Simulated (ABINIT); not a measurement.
# Quasiparticle gap of CdTe (F-43m) in ABINIT

Wanted: ground state, empty states, screening and self-energy for CdTe (F-43m).

Main program and level: ABINIT 10.8.3; PBE and many-body steps on it, plane waves.

**Experimental background.**

- Gap 1.32 ± 0.02 eV: direct optical gap from Tauc analysis, 2.5 h deposition; UV-vis diffuse reflectance; film (electrodeposited 2.5 h on FTO, nearly stoichiometric) (“Electrodeposition of CdTe Thin Films for Solar Energy Water Splitting”, 2020, pmc:7177234).

- Gap 1.592 eV: near-band-edge L1 bound-exciton energy extrapolated to 0 K (Varshni), slightly below the true gap; temperature-dependent photoluminescence; 0 K; bulk crystal (vertical Bridgman single crystal) (“Photoluminescence characteristics of Cd1-xMnxTe single crystals grown by the vertical Bridgman method”, 2012, pmc:3275455).

- Gap 1.48 ± 0.02 eV: direct optical gap from Tauc analysis, 1.5 h deposition; UV-vis diffuse reflectance; film (electrodeposited 1.5 h on FTO, Te-rich) (“Electrodeposition of CdTe Thin Films for Solar Energy Water Splitting”, 2020, pmc:7177234).

This is a report of a sequence of runs, with most program output left out.

**1. Starting point**

The structure is cubic, space group F-43m (No. 216). Conventional cell: a = 6.480 Å, b = 6.480 Å, c = 6.480 Å, α = 90.00°, β = 90.00°, γ = 90.00°. Cd has 4 Te at 2.81 Å nearest. Nearest to Te lie 4 Cd at 2.81 Å. Farther neighbours and most contacts between anions are not listed.

The cell and positions come from the Crystallography Open Database and are kept as given unless a step says otherwise. Spin-orbit coupling is left out unless a step names it.

**2. Ground state**

This step: ABINIT 10.8.3; DFT, PBE, plane waves, norm-conserving pseudopotentials.

The ground-state density comes first.

The input, run.abi:

```
acell 3*1.0 Angstrom
rprim 
  0.000000000000 3.240000000000 3.240000000000
  3.240000000000 0.000000000000 3.240000000000
  3.240000000000 3.240000000000 0.000000000000
ntypat 2
znucl 48 52
natom 2
typat 1 2
xred 
  0.000000000000 0.000000000000 0.000000000000
  0.250000000000 0.250000000000 0.250000000000
pp_dirpath "pseudos"
pseudos "Cd.upf, Te.upf"
ecut 47
ngkpt 6 6 6
nshiftk 1
shiftk 0 0 0
kptopt 1
chksymbreak 0
nband 27
occopt 1
tolvrs 1e-10
nstep 60
prtwf 0
indata_prefix "in"
outdata_prefix "out"
tmpdata_prefix "tmp"
```

The run is started by

```sh
$ OMP_NUM_THREADS=1 mpirun -n 4 abinit run.abi > log
```

Elapsed: 42 s, on 4 MPI ranks of Arm Neoverse V1, shared host; peak memory 0.44 GiB.

Numbers from this step:

```yaml
total_energy: -12400.0638 eV
gap: 0.7704 eV
k_of_the_valence_top: 0, 0, 0
k_of_the_conduction_bottom: 0, 0, 0
least_direct_gap: 0.7704 eV
pressure: -0.09188 GPa
```

The gap is direct, at Γ.

The cutoff was set for levels, not for stress, so the pressure can be off by some GPa.

**3. Bands along the symmetry lines**

The cheap functional maps the bands first; the places of the edges decide which points the dearer methods must see.

The input, run.abi:

```
acell 3*1.0 Angstrom
rprim 
  0.000000000000 3.240000000000 3.240000000000
  3.240000000000 0.000000000000 3.240000000000
  3.240000000000 3.240000000000 0.000000000000
ntypat 2
znucl 48 52
natom 2
typat 1 2
xred 
  0.000000000000 0.000000000000 0.000000000000
  0.250000000000 0.250000000000 0.250000000000
pp_dirpath "pseudos"
pseudos "Cd.upf, Te.upf"
ecut 47
iscf -2
irdden 1
kptopt 0
nkpt 50
kpt 
  0.00000000 0.00000000 0.00000000
  -0.06250000 -0.06250000 0.00000000
  -0.12500000 -0.12500000 0.00000000
  -0.18750000 -0.18750000 0.00000000
  -0.25000000 -0.25000000 0.00000000
  -0.31250000 -0.31250000 0.00000000
  -0.37500000 -0.37500000 0.00000000
  -0.43750000 -0.43750000 0.00000000
  -0.50000000 -0.50000000 0.00000000
  -0.48437500 -0.48437500 0.03125000
  -0.46875000 -0.46875000 0.06250000
  -0.45312500 -0.45312500 0.09375000
  -0.43750000 -0.43750000 0.12500000
  -0.42187500 -0.42187500 0.15625000
  -0.40625000 -0.40625000 0.18750000
  -0.39062500 -0.39062500 0.21875000
  -0.37500000 -0.37500000 0.25000000
  -0.37500000 0.00000000 0.37500000
  -0.32812500 0.00000000 0.32812500
  -0.28125000 0.00000000 0.28125000
  -0.23437500 0.00000000 0.23437500
  -0.18750000 0.00000000 0.18750000
  -0.14062500 0.00000000 0.14062500
  -0.09375000 0.00000000 0.09375000
  -0.04687500 0.00000000 0.04687500
  0.00000000 0.00000000 0.00000000
  0.00000000 0.00000000 0.06250000
  0.00000000 0.00000000 0.12500000
  0.00000000 0.00000000 0.18750000
  0.00000000 0.00000000 0.25000000
  0.00000000 0.00000000 0.31250000
  0.00000000 0.00000000 0.37500000
  0.00000000 0.00000000 0.43750000
  0.00000000 0.00000000 0.50000000
  -0.06250000 -0.03125000 0.46875000
  -0.12500000 -0.06250000 0.43750000
  -0.18750000 -0.09375000 0.40625000
  -0.25000000 -0.12500000 0.37500000
  -0.31250000 -0.15625000 0.34375000
  -0.37500000 -0.18750000 0.31250000
  -0.43750000 -0.21875000 0.28125000
  -0.50000000 -0.25000000 0.25000000
  -0.50000000 -0.28125000 0.21875000
  -0.50000000 -0.31250000 0.18750000
  -0.50000000 -0.34375000 0.15625000
  -0.50000000 -0.37500000 0.12500000
  -0.50000000 -0.40625000 0.09375000
  -0.50000000 -0.43750000 0.06250000
  -0.50000000 -0.46875000 0.03125000
  -0.50000000 -0.50000000 0.00000000
istwfk *1
nband 32
nbdbuf 5
tolwfr 1e-07
nstep 50
prtwf 0
prtvol 0
indata_prefix "in"
outdata_prefix "out"
tmpdata_prefix "tmp"
```

Elapsed: 52 s, on 4 MPI ranks; peak memory 0.46 GiB; 3.5 min of CPU time.

Numbers from this step:

```yaml
gap: 0.7704 eV
k_of_the_valence_top: 0, 0, 0
k_of_the_conduction_bottom: 0, 0, 0
least_direct_gap: 0.7704 eV
```

The gap is 0.770 eV, as in the run before at this level.

The electronic bands at the labelled points (eV, zero at the top of the highest filled band):

```csv
point,band 19,band 20,band 21,band 22,band 23,band 24,band 25,band 26
Γ,-8.03,0.00,0.00,0.00,0.77,4.62,4.62,4.62
halfway,-8.00,-2.66,-1.08,-1.08,2.95,3.34,6.49,6.49
X,-7.53,-4.30,-1.86,-1.86,2.62,2.68,8.83,9.15
halfway,-7.51,-4.27,-2.15,-1.78,2.72,3.25,8.10,8.50
U,-7.49,-4.20,-2.55,-1.54,2.91,4.53,7.36,7.48
jump to K,-7.49,-4.20,-2.55,-1.54,2.91,4.53,7.36,7.48
halfway,-7.96,-3.01,-1.49,-0.45,2.83,4.90,5.33,5.46
Γ,-8.03,0.00,0.00,0.00,0.77,4.62,4.62,4.62
halfway,-8.03,-2.72,-0.43,-0.43,1.99,5.17,5.17,5.37
L,-7.67,-4.42,-0.77,-0.77,1.82,5.21,5.21,7.07
halfway,-7.58,-4.23,-2.06,-1.26,3.24,4.61,5.99,7.21
W,-7.45,-4.18,-2.32,-2.19,4.26,4.69,5.57,6.32
halfway,-7.49,-4.24,-2.10,-2.04,3.32,3.32,7.47,7.56
X,-7.53,-4.30,-1.86,-1.86,2.62,2.68,8.83,9.15
```

**4. Empty states on the mesh, 4×4×4 mesh, 366 bands**

The sums over transitions need many empty states on a uniform mesh; this step solves for them.

The input, run.abi:

```
acell 3*1.0 Angstrom
rprim 
  0.000000000000 3.240000000000 3.240000000000
  3.240000000000 0.000000000000 3.240000000000
  3.240000000000 3.240000000000 0.000000000000
ntypat 2
znucl 48 52
natom 2
typat 1 2
xred 
  0.000000000000 0.000000000000 0.000000000000
  0.250000000000 0.250000000000 0.250000000000
pp_dirpath "pseudos"
pseudos "Cd.upf, Te.upf"
ecut 47
ngkpt 4 4 4
nshiftk 1
shiftk 0 0 0
kptopt 1
chksymbreak 0
iscf -2
irdden 1
istwfk *1
nband 366
nbdbuf 32
tolwfr 1e-09
nstep 60
prtvol 0
indata_prefix "in"
outdata_prefix "out"
tmpdata_prefix "tmp"
```

Elapsed: 6.1 min, on 4 MPI ranks; peak memory 0.7 GiB; 25 min of CPU time.

Numbers from this step:

```yaml
gap: 0.7704 eV
k_of_the_valence_top: 0, 0, 0
k_of_the_conduction_bottom: 0, 0, 0
least_direct_gap: 0.7704 eV
k_points_computed: 8
lowest_point_of_the_top_converged_band_above_the_valence_top: 149.9984 eV
```

On this mesh the gap is 0.770 eV.

**5. Screening, 4×4×4 mesh, 334 bands, screening to 201.4 eV**

The RPA dielectric matrix is built and inverted for each q.

This step: RPA screening on PBE, plane waves, norm-conserving pseudopotentials.

Changes to run.abi since step 4:

```diff
@@ -20,10 +20,11 @@
 chksymbreak 0
-iscf -2
-irdden 1
 istwfk *1
-nband 366
-nbdbuf 32
-tolwfr 1e-09
-nstep 60
-prtvol 0
+occopt 1
+irdwfk 1
+optdriver 3
+nband 334
+ecuteps 7.4
+inclvkb 2
+awtr 1
+symchi 1
 indata_prefix "in"
```

Wall time 8.7 min (4 MPI ranks); peak memory 4 GiB.

Numbers from this step:

* ε∞ with local fields, on this mesh, along the program's q direction: 25.81
* the same without local fields: 27.06
* plasma frequency: 29.86 eV
* plane waves in the screening matrix: 459

Local fields lower ε∞ by 5 %.

**6. Self-energy, 4×4×4 mesh, 334 bands, screening to 201.4 eV**

The self-energy is evaluated for the states that the input lists, and the levels follow from it, in one-shot runs by the linearised quasiparticle equation.

This step: G0W0 on PBE, plane waves, norm-conserving pseudopotentials.

Changes to run.abi since step 5:

```diff
@@ -23,8 +23,19 @@
 irdwfk 1
-optdriver 3
+optdriver 4
 nband 334
+gwcalctyp 0
+ecutsigx 47
+symsigma 1
+nkptgw 3
+kptgw 
+  0.0000000000 0.0000000000 0.0000000000
+  0.5000000000 0.0000000000 0.0000000000
+  0.5000000000 0.5000000000 0.0000000000
+bdgw 
+  20 26
+  21 25
+  21 24
 ecuteps 7.4
-inclvkb 2
-awtr 1
-symchi 1
+irdscr 1
+ppmodel 1
 indata_prefix "in"
```

The job ended after 2.6 min (4 MPI ranks; peak memory 3.8 GiB).

Numbers from this step:

| Quantity | Value |
| --- | --- |
| G0W0 gap on the points computed | 1.548 eV |
| starting gap on the mesh | 0.7704 eV |
| k of the valence top | 0, 0, 0 |
| k of the conduction bottom | 0, 0, 0 |
| Z at the valence top | 0.798 |
| Z at the conduction bottom | 0.81 |
| least direct G0W0 gap on the computed points | 1.548 eV |

The gap on the mesh goes from 0.77 eV to 1.55 eV, a correction of +0.78 eV.

Limits: finite bands, cutoff and mesh; no spin-orbit coupling; coarse k mesh. v1 is the top filled band, c1 the lowest empty one. The levels before and after the correction (eV, zero at the valence-band top of each column):

```csv
,conduction bottom,valence top
Kohn-Sham,0.77,0.00
G0W0,1.55,0.00
```

```csv
,level,energy (eV)
Kohn-Sham,Γ v3-v1,0.000
Kohn-Sham,Γ c1,0.770
Kohn-Sham,Γ c2-c4,4.622
G0W0,Γ v3-v1,0.000
G0W0,Γ c1,1.548
G0W0,Γ c2-c4,5.359
```

**7. Where the time went**

Times are wall times on 4 MPI ranks of Arm Neoverse V1, shared host, good to a factor of about two.

```csv
step,time,share,memory (GiB)
ground state,42 s,4 %,0.44
bands along the symmetry lines,52 s,5 %,0.46
empty states on the mesh,6.1 min,32 %,0.7
screening,8.7 min,46 %,4.0
self-energy,2.6 min,14 %,3.8
```

**8. What came out**

```
PBE gap              : 0.77 eV, direct
G0W0 gap on the mesh : 1.55 eV
GW settings          : 4×4×4 mesh, 334 bands, screening to 201.4 eV, Godby-Needs plasmon pole
known limits         : not at the basis limit; mesh may overstate the screening; no spin-orbit coupling; coarse k mesh
```

**Reading.** G0W0 moves the gap on the mesh from 0.77 eV to 1.55 eV (+0.78 eV), with Z of 0.80 and 0.81 at the edges. Local fields lower the RPA ε∞ on this mesh from 27.06 to 25.81. Only 3 of the mesh's irreducible points were corrected, so a valley elsewhere could overtake. Against experiment, by G0W0@PBE: the direct gap of 1.55 eV lies +0.23 eV from the measured 1.32 ± 0.02 eV (direct, 2020); the direct gap of 1.55 eV lies −0.04 eV from the measured 1.592 eV (exciton, 0 K, 2012); the direct gap of 1.55 eV lies +0.07 eV from the measured 1.48 ± 0.02 eV (direct, 2020). An exciton line or allowed optical edge lies below the quasiparticle gap by the binding energy; a forbidden edge can push the onset above it. The calculation has static nuclei and no excitons; a measured gap holds zero-point and thermal motion, which mostly lowers it. With atoms this heavy the missing spin-orbit coupling can matter too. Bands and cutoff are finite, so the gap is not at the basis limit. The miss can reach some tenths of an eV and take either sign; the mesh is an error of its own. In the G0W0 run levels were corrected at 3 k points alone, so a gap called «on the mesh» is the least over those, and an edge elsewhere would be missed. The 4×4×4 mesh is coarse for this cell, which bears on the long-range parts of exchange and screening. The RPA ε∞ on this mesh reaches over 25; with a narrow direct gap a coarse mesh can overstate it, and the correction is then too small.

[Paths, hosts, dates, memory and timing lines, banners, echoed tables and standing remarks are left out of the program output.]

[Logs are printed without paths, hosts, clocks, repeated set-up lines and the standing remarks that a program may print on its own settings, such as how far it seeks lower states.]

[Runs of the session that timed out or met a known fault of the program may be left out.]

[Hosts, paths, dates, database ids (printed as entryN), source tags and the programs' standing remarks are cut or masked in the printed files.]

[G0W0 gaps are taken among the corrected bands and points alone; a level outside them can change the order at an edge.]

[Where Ansatz stands beside ABINIT at settings called matched, ABINIT's density can come from a denser mesh and the files from another edition; pairs whose starting gaps differed by over 0.03 eV were left out, so agreement reads better than it is.]
